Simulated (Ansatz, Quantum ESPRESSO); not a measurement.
## CoSi2 (fluorite): bulk modulus from a few volumes

How stiff is fluorite CoSi2 under hydrostatic load? Each row relaxes cell and atoms at a set pressure. The phase is followed to these pressures whether or not it stays the stable one.

Calculated with Quantum ESPRESSO 7.5, PBEsol, GBRV 1.5 ultrasoft potentials, cutoff 680 eV, Fermi–Dirac smearing 0.05 eV, k-mesh 14×14×14, no spin polarisation, no spin-orbit coupling.

Reference cell, relaxed at zero pressure with PBEsol (Fm-3m): a = 3.7545 Å, b = 3.7545 Å, c = 3.7545 Å, α = 60.00°, β = 60.00°, γ = 60.00°.

```csv
atom,x,y,z
Co,0.0000,0.0000,0.0000
Si,0.2500,0.2500,0.2500
Si,0.7500,0.7500,0.7500
```

```
V (Å³/atom)    V/V0  P (GPa)  E − E0 (meV/atom)
    12.1771  0.9762    4.966                4.9
    11.9136  0.9551    9.942               17.5
    11.6781  0.9362   14.916               36.1
    11.4634  0.9190   19.897               59.7
    11.0875  0.8888   29.860              118.4
```

V0 = 12.4743 Å³ an atom, where the residual pressure P0 is −0.003 GPa. **Question.** Fit the Birch–Murnaghan law and give the pressure and the energy at V = 12.7442 Å³ an atom, a row left out above.

With the Eulerian strain f = ½[(V0/V)^(2/3) − 1] and F = (P − P0)/[3f(1 + 2f)^(5/2)], the third-order law is the line F = B0 + (3/2) B0 (B′ − 4) f.

| f | F (GPa) |
| --- | --- |
| 0.04087 | 200.13 |
| 0.02898 | 198.83 |
| 0.02248 | 198.23 |
| 0.01557 | 197.23 |
| 0.00810 | 196.36 |

A straight line through the 5 rows: the means are 0.0232 for f and 198.16 for F, Σ(Δx)² = 0.0006324 and ΣΔxΔy = 0.07291, so the slope is 0.07291/0.0006324 = 115.29 and the intercept 198.16 − (115.29)(0.0232) = 195.48.

Hence B0 = 195.5 GPa and B′ = 4 + (115.3)/(1.5 × 195.5) = 4.39. For the withheld volume f = −0.00708, F = 194.66 GPa and P = −4.00 GPa, an extrapolation past the fitted rows. The run itself gives −3.99 GPa, so the estimate misses by 0.01 GPa, a rounding's worth.

Integrating the same law gives E − E0 = (9/2) B0 V0 f²[1 + (B′ − 4) f] + P0(V0 − V), with 1 GPa Å³ = 6.2415 meV: 3.4 meV an atom. The run itself gives 3.1 meV, so the estimate misses by 0.3 meV; the fitted rows themselves lie up to 2.2 meV off the law.

The same fit over all rows at other levels or in other programs gives B0 = 194 GPa with PBEsol (Ansatz).

[Logs are printed without paths, hosts, clocks, repeated set-up lines and the standing remarks that a program may print on its own settings, such as how far it seeks lower states.]
